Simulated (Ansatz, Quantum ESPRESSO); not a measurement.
# Conductance against width: vacuum gaps between two Li(100) faces, part 2 of 5

Wanted: T at the Fermi level along a series, and its decay constant, for vacuum gaps between two Li(100) faces.

Quantum ESPRESSO 7.5; plane-wave DFT, PBE, GBRV ultrasoft pseudopotentials; cross-check by Ansatz 0.2.0 with PAW datasets.

So far. Step 2 (SCF with pw.x, 5 Å): The run needed 29 iterations to bring the estimated error under 1e-07 Ry; the largest force on any atom, held or free, is 0.17 eV/Å.

## (3) The open system, 5 Å

Level of this step: transmission by pwcond, lead and junction from one cell; plane-wave DFT, PBE, GBRV ultrasoft pseudopotentials (Quantum ESPRESSO).

prefixt takes both regions from one run: the lead from 0 to bdl, the scattering region from bdl to bds (units of alat). ikind = 1 puts the same lead on both sides. The program's T_tot counts both spins in a run without spin; the tables below give T per spin.

j0.cond.in reads:

```
&inputcond
  outdir = './out'
  prefixt = 'j0.scf'
  tran_file = 'j0.cond.dat'
  bdl = 2.0000000000
  bds = 8.9534883721
  ikind = 1
  ewind = 4.0
  epsproj = 1e-05
  nz1 = 7
  energy0 = 0.4
  denergy = -0.4
/
15
  0.00000000 0.00000000 0.01562500
  0.00000000 0.12500000 0.06250000
  0.00000000 0.25000000 0.06250000
  0.00000000 0.37500000 0.06250000
  0.00000000 0.50000000 0.03125000
  0.12500000 0.12500000 0.06250000
  0.12500000 0.25000000 0.12500000
  0.12500000 0.37500000 0.12500000
  0.12500000 0.50000000 0.06250000
  0.25000000 0.25000000 0.06250000
  0.25000000 0.37500000 0.12500000
  0.25000000 0.50000000 0.06250000
  0.37500000 0.37500000 0.06250000
  0.37500000 0.50000000 0.06250000
  0.50000000 0.50000000 0.01562500
3
```

Started as:

```bash
$ OMP_NUM_THREADS=1 mpirun -n 4 pwcond.x -in j0.cond.in > j0.cond.out
```

The program printed:

```text
[banner, memory and clock lines left out]
Program PWCOND v.7.5 starts

          URL

     ./out/j0.scf.save/

     IMPORTANT: XC functional enforced from input :
     Exchange-correlation= PBE
                           (   1   4   3   4   0   0   0)
     Any further DFT definition will be discarded
     Please, verify this is what you really want

     Reading collected, re-writing distributed wavefunctions

===== INPUT FILE containing all the regions =====

     GEOMETRY:

     lattice parameter (alat)  =       6.5007  a.u.
     the volume                =    2459.5984 (a.u.)^3
     the cross section         =      42.2586 (a.u.)^2
     l of the unit cell        =       8.9535 (alat)
     number of atoms/cell      =           16
     number of atomic types    =            1

     crystal axes: (cart. coord. in units of alat)
               a(1) = (  1.0000  0.0000  0.0000 )
               a(2) = (  0.0000  1.0000  0.0000 )
               a(3) = (  0.0000  0.0000  8.9535 )

   Cartesian axes

     site n.     atom                  positions (alat units)
          1        Li     tau(  1)=(  0.0000  0.0000  8.9535  )
          2        Li     tau(  2)=(  0.5000  0.5000  0.5000  )
          3        Li     tau(  3)=(  0.0000  0.0000  1.0000  )
          4        Li     tau(  4)=(  0.5000  0.5000  1.5000  )
          5        Li     tau(  5)=(  0.0000  0.0000  2.0000  )
          6        Li     tau(  6)=(  0.5000  0.5000  2.5000  )
          7        Li     tau(  7)=(  0.0000  0.0000  3.0000  )
          8        Li     tau(  8)=(  0.5000  0.5000  3.5000  )
          9        Li     tau(  9)=(  0.0000  0.0000  4.9535  )
         10        Li     tau( 10)=(  0.5000  0.5000  5.4535  )
         11        Li     tau( 11)=(  0.0000  0.0000  5.9535  )
         12        Li     tau( 12)=(  0.5000  0.5000  6.4535  )
         13        Li     tau( 13)=(  0.0000  0.0000  6.9535  )
         14        Li     tau( 14)=(  0.5000  0.5000  7.4535  )
         15        Li     tau( 15)=(  0.0000  0.0000  7.9535  )
         16        Li     tau( 16)=(  0.5000  0.5000  8.4535  )

     nr1s                      =           27
     nr2s                      =           27
     nr3s                      =          240
     nr1sx                     =           27
     nr2sx                     =           27
     nr3sx                     =          240
     nr1                       =           30
     nr2                       =           30
     nr3                       =          270
     nr1x                      =           30
     nr2x                      =           30
     nr3x                      =          270

 _______________________________
  Radii of nonlocal spheres:

     type       ibeta     ang. mom.          radius (alat units)
       Li         1         0                    0.3102
       Li         2         0                    0.3102
       Li         3         0                    0.3102
       Li         4         1                    0.3102
       Li         5         1                    0.3102
----- General information -----

--- T calc. with identical leads (ikind=1) ---

     nrx                       =           27
     nry                       =           27
     nz1                       =            7

     energy0               =         4.0E-01
     denergy               =        -4.0E-01
     nenergy               =          3
     ecut2d                =         4.0E+01
     ewind                 =         4.0E+00
     epsproj               =         1.0E-05

     number of k_|| points=   15
                       cryst. coord.
        k(    1) = (   0.0000000   0.0000000), wk =   0.0156250
        k(    2) = (   0.0000000   0.1250000), wk =   0.0625000
        k(    3) = (   0.0000000   0.2500000), wk =   0.0625000
        k(    4) = (   0.0000000   0.3750000), wk =   0.0625000
        k(    5) = (   0.0000000   0.5000000), wk =   0.0312500
        k(    6) = (   0.1250000   0.1250000), wk =   0.0625000
        k(    7) = (   0.1250000   0.2500000), wk =   0.1250000
        k(    8) = (   0.1250000   0.3750000), wk =   0.1250000
        k(    9) = (   0.1250000   0.5000000), wk =   0.0625000
        k(   10) = (   0.2500000   0.2500000), wk =   0.0625000
        k(   11) = (   0.2500000   0.3750000), wk =   0.1250000
        k(   12) = (   0.2500000   0.5000000), wk =   0.0625000
        k(   13) = (   0.3750000   0.3750000), wk =   0.0625000
        k(   14) = (   0.3750000   0.5000000), wk =   0.0625000
        k(   15) = (   0.5000000   0.5000000), wk =   0.0156250
----- Information about left/right lead -----

     nocros                   =            9
     noins                    =           27
     norb                     =           45
     norbf                    =          117
     nrz                      =           54

      iorb      type   ibeta   ang. mom.   m       position (alat)
        1        1       1        0        1   taunew(   1)=(  0.0000  0.0000  0.0000)
        2        1       2        0        1   taunew(   2)=(  0.0000  0.0000  0.0000)
        3        1       3        0        1   taunew(   3)=(  0.0000  0.0000  0.0000)
        4        1       4        1        1   taunew(   4)=(  0.0000  0.0000  0.0000)
        5        1       4        1        2   taunew(   5)=(  0.0000  0.0000  0.0000)
        6        1       4        1        3   taunew(   6)=(  0.0000  0.0000  0.0000)
        7        1       5        1        1   taunew(   7)=(  0.0000  0.0000  0.0000)
        8        1       5        1        2   taunew(   8)=(  0.0000  0.0000  0.0000)
        9        1       5        1        3   taunew(   9)=(  0.0000  0.0000  0.0000)
       10        1       1        0        1   taunew(  10)=(  0.5000  0.5000  0.5000)
       11        1       2        0        1   taunew(  11)=(  0.5000  0.5000  0.5000)
       12        1       3        0        1   taunew(  12)=(  0.5000  0.5000  0.5000)
       13        1       4        1        1   taunew(  13)=(  0.5000  0.5000  0.5000)
       14        1       4        1        2   taunew(  14)=(  0.5000  0.5000  0.5000)
       15        1       4        1        3   taunew(  15)=(  0.5000  0.5000  0.5000)
       16        1       5        1        1   taunew(  16)=(  0.5000  0.5000  0.5000)
       17        1       5        1        2   taunew(  17)=(  0.5000  0.5000  0.5000)
       18        1       5        1        3   taunew(  18)=(  0.5000  0.5000  0.5000)
       19        1       1        0        1   taunew(  19)=(  0.0000  0.0000  1.0000)
       20        1       2        0        1   taunew(  20)=(  0.0000  0.0000  1.0000)
       21        1       3        0        1   taunew(  21)=(  0.0000  0.0000  1.0000)
[...]
67        1       4        1        1   taunew(  67)=(  0.5000  0.5000  4.4535)
       68        1       4        1        2   taunew(  68)=(  0.5000  0.5000  4.4535)
       69        1       4        1        3   taunew(  69)=(  0.5000  0.5000  4.4535)
       70        1       5        1        1   taunew(  70)=(  0.5000  0.5000  4.4535)
       71        1       5        1        2   taunew(  71)=(  0.5000  0.5000  4.4535)
       72        1       5        1        3   taunew(  72)=(  0.5000  0.5000  4.4535)
       73        1       1        0        1   taunew(  73)=(  0.0000  0.0000  4.9535)
       74        1       2        0        1   taunew(  74)=(  0.0000  0.0000  4.9535)
       75        1       3        0        1   taunew(  75)=(  0.0000  0.0000  4.9535)
       76        1       4        1        1   taunew(  76)=(  0.0000  0.0000  4.9535)
       77        1       4        1        2   taunew(  77)=(  0.0000  0.0000  4.9535)
       78        1       4        1        3   taunew(  78)=(  0.0000  0.0000  4.9535)
       79        1       5        1        1   taunew(  79)=(  0.0000  0.0000  4.9535)
       80        1       5        1        2   taunew(  80)=(  0.0000  0.0000  4.9535)
       81        1       5        1        3   taunew(  81)=(  0.0000  0.0000  4.9535)
       82        1       1        0        1   taunew(  82)=(  0.5000  0.5000  5.4535)
       83        1       2        0        1   taunew(  83)=(  0.5000  0.5000  5.4535)
       84        1       3        0        1   taunew(  84)=(  0.5000  0.5000  5.4535)
       85        1       4        1        1   taunew(  85)=(  0.5000  0.5000  5.4535)
       86        1       4        1        2   taunew(  86)=(  0.5000  0.5000  5.4535)
       87        1       4        1        3   taunew(  87)=(  0.5000  0.5000  5.4535)
       88        1       5        1        1   taunew(  88)=(  0.5000  0.5000  5.4535)
       89        1       5        1        2   taunew(  89)=(  0.5000  0.5000  5.4535)
       90        1       5        1        3   taunew(  90)=(  0.5000  0.5000  5.4535)
       91        1       1        0        1   taunew(  91)=(  0.0000  0.0000  5.9535)
       92        1       2        0        1   taunew(  92)=(  0.0000  0.0000  5.9535)
       93        1       3        0        1   taunew(  93)=(  0.0000  0.0000  5.9535)
       94        1       4        1        1   taunew(  94)=(  0.0000  0.0000  5.9535)
       95        1       4        1        2   taunew(  95)=(  0.0000  0.0000  5.9535)
       96        1       4        1        3   taunew(  96)=(  0.0000  0.0000  5.9535)
       97        1       5        1        1   taunew(  97)=(  0.0000  0.0000  5.9535)
       98        1       5        1        2   taunew(  98)=(  0.0000  0.0000  5.9535)
       99        1       5        1        3   taunew(  99)=(  0.0000  0.0000  5.9535)
      100        1       1        0        1   taunew( 100)=(  0.5000  0.5000  6.4535)
      101        1       2        0        1   taunew( 101)=(  0.5000  0.5000  6.4535)
      102        1       3        0        1   taunew( 102)=(  0.5000  0.5000  6.4535)
      103        1       4        1        1   taunew( 103)=(  0.5000  0.5000  6.4535)
      104        1       4        1        2   taunew( 104)=(  0.5000  0.5000  6.4535)
      105        1       4        1        3   taunew( 105)=(  0.5000  0.5000  6.4535)
      106        1       5        1        1   taunew( 106)=(  0.5000  0.5000  6.4535)
      107        1       5        1        2   taunew( 107)=(  0.5000  0.5000  6.4535)
      108        1       5        1        3   taunew( 108)=(  0.5000  0.5000  6.4535)
      109        1       1        0        1   taunew( 109)=(  0.0000  0.0000  6.9535)
      110        1       2        0        1   taunew( 110)=(  0.0000  0.0000  6.9535)
      111        1       3        0        1   taunew( 111)=(  0.0000  0.0000  6.9535)
      112        1       4        1        1   taunew( 112)=(  0.0000  0.0000  6.9535)
      113        1       4        1        2   taunew( 113)=(  0.0000  0.0000  6.9535)
      114        1       4        1        3   taunew( 114)=(  0.0000  0.0000  6.9535)
      115        1       5        1        1   taunew( 115)=(  0.0000  0.0000  6.9535)
      116        1       5        1        2   taunew( 116)=(  0.0000  0.0000  6.9535)
      117        1       5        1        3   taunew( 117)=(  0.0000  0.0000  6.9535)
 ngper, shell number =          137          22
 ngper, n2d =          137          59
---  E-Ef =    0.4000000  k =    0.0000000   0.0000000
---  ie =          1  ik =          1
 Nchannels of the left tip =            1
 Right moving states:
   k1(2pi/a)   k2(2pi/a)   E-Ef (eV)
   0.2757830   0.0000062   0.4000000
 Left moving states:
   k1(2pi/a)   k2(2pi/a)   E-Ef (eV)
  -0.2757830   0.0000062   0.4000000

 to transmit
 Band j to band i transmissions and reflections:
    j         i     |T_ij|^2    |R_ij|^2

    1 -->     1     0.92855     0.07145
   Total T_j, R_j =    0.92855  0.07145

E-Ef(ev), T(x2 spins) =    0.4000000   1.8570929
---  E-Ef =    0.0000000  k =    0.0000000   0.0000000
---  ie =          2  ik =          1
 Nchannels of the left tip =            1
 Right moving states:
   k1(2pi/a)   k2(2pi/a)   E-Ef (eV)
   0.2111678   0.0000067   0.0000000
 Left moving states:
   k1(2pi/a)   k2(2pi/a)   E-Ef (eV)
  -0.2111678   0.0000067   0.0000000

 to transmit
 Band j to band i transmissions and reflections:
    j         i     |T_ij|^2    |R_ij|^2

    1 -->     1     0.85697     0.14303
   Total T_j, R_j =    0.85697  0.14303

E-Ef(ev), T(x2 spins) =    0.0000000   1.7139322
---  E-Ef =   -0.4000000  k =    0.0000000   0.0000000
---  ie =          3  ik =          1
 Nchannels of the left tip =            1
 Right moving states:
   k1(2pi/a)   k2(2pi/a)   E-Ef (eV)
   0.1426803   0.0000072  -0.4000000
 Left moving states:
   k1(2pi/a)   k2(2pi/a)   E-Ef (eV)
  -0.1426803   0.0000072  -0.4000000

 to transmit
 Band j to band i transmissions and reflections:
    j         i     |T_ij|^2    |R_ij|^2

    1 -->     1     0.72176     0.27824
   Total T_j, R_j =    0.72176  0.27824

E-Ef(ev), T(x2 spins) =   -0.4000000   1.4435192
 ngper, shell number =          137          68
 ngper, n2d =          137          63
[... further energies and points left out ...]
---  E-Ef =    0.4000000  k =    0.5000000   0.5000000
---  ie =          1  ik =         15
 Nchannels of the left tip =            2
 Right moving states:
   k1(2pi/a)   k2(2pi/a)   E-Ef (eV)
   0.2217743  -0.0000010   0.4000000
   0.2217743  -0.0000010   0.4000000
 Left moving states:
   k1(2pi/a)   k2(2pi/a)   E-Ef (eV)
  -0.2217743  -0.0000010   0.4000000
  -0.2217743  -0.0000010   0.4000000

 to transmit
 Band j to band i transmissions and reflections:
    j         i     |T_ij|^2    |R_ij|^2

    1 -->     1     0.00056     0.39165
    1 -->     2     0.00000     0.60779
   Total T_j, R_j =    0.00056  0.99944

    2 -->     1     0.00000     0.60779
    2 -->     2     0.00056     0.39165
   Total T_j, R_j =    0.00056  0.99944

E-Ef(ev), T(x2 spins) =    0.4000000   0.0022202
---  E-Ef =    0.0000000  k =    0.5000000   0.5000000
---  ie =          2  ik =         15
 Nchannels of the left tip =            0
 Right moving states:
   k1(2pi/a)   k2(2pi/a)   E-Ef (eV)
 Left moving states:
   k1(2pi/a)   k2(2pi/a)   E-Ef (eV)

 to transmit
          E-Ef(ev), T =    0.0000000   0.0000000
---  E-Ef =   -0.4000000  k =    0.5000000   0.5000000
---  ie =          3  ik =         15
 Nchannels of the left tip =            0
 Right moving states:
   k1(2pi/a)   k2(2pi/a)   E-Ef (eV)
 Left moving states:
   k1(2pi/a)   k2(2pi/a)   E-Ef (eV)

 to transmit
          E-Ef(ev), T =   -0.4000000   0.0000000
   T_tot     0.40000      0.70193E+00
   T_tot     0.00000      0.47645E+00
   T_tot    -0.40000      0.31858E+00

Note: The following floating-point exceptions are signalling: IEEE_UNDERFLOW_FLAG
Note: The following floating-point exceptions are signalling: IEEE_UNDERFLOW_FLAG
Note: The following floating-point exceptions are signalling: IEEE_UNDERFLOW_FLAG
Note: The following floating-point exceptions are signalling: IEEE_UNDERFLOW_FLAG
```

Wall time 51 s (4 MPI ranks of Arm Neoverse N1, shared host); peak memory 0.24 GiB.

This step gave:

| Property | Result |
| --- | --- |
| lead channels at the Fermi level, one spin | 1.203 |
| transmission at the Fermi level, one spin | 0.2382 |
| conductance | 0.2382 G₀ |

Per spin; mean over the k mesh across the current. The open channels, zone mean by energy, zero at the Fermi level:

```
energy (eV)  open channels, zone mean
     -0.400                      1.08
      0.000                      1.20
      0.400                      1.36
```

Per spin; mean over the k mesh across the current. Transmission, zone mean against energy, zero at the Fermi level:

```
energy (eV)  transmission, zone mean
     -0.400                    0.159
      0.000                    0.238
      0.400                    0.351
```

At 0.000 eV; k in fractions of b1, b2. Transmission by k point:

```
   k1     k2   weight         t  channels
    0      0  0.01562     0.857         1
    0  0.125   0.0625    0.7911         1
    0   0.25   0.0625    0.5254         1
    0  0.375   0.0625    0.1682         1
    0    0.5  0.03125   0.02288         2
0.125  0.125   0.0625    0.7094         1
0.125   0.25    0.125    0.4205         1
0.125  0.375    0.125    0.1161         1
0.125    0.5   0.0625   0.01835         2
 0.25   0.25   0.0625       0.2         1
 0.25  0.375    0.125   0.04131         1
 0.25    0.5   0.0625  0.007215         2
0.375  0.375   0.0625  0.009524         1
0.375    0.5   0.0625   8.02e-4         2
  0.5    0.5  0.01562         0         0
```

[end of part 2 of 5]

[Logs are printed without paths, hosts, clocks, repeated set-up lines and the standing remarks that a program may print on its own settings, such as how far it seeks lower states.]

[Hosts, paths, dates, database ids (printed as entryN), source tags and the programs' standing remarks are cut or masked in the printed files.]

[Maps of the electrostatic potential energy from Ansatz leave out the sawtooth potential of an applied field or a dipole correction, so their vacuum need not be flat; planar profiles and work functions include it.]
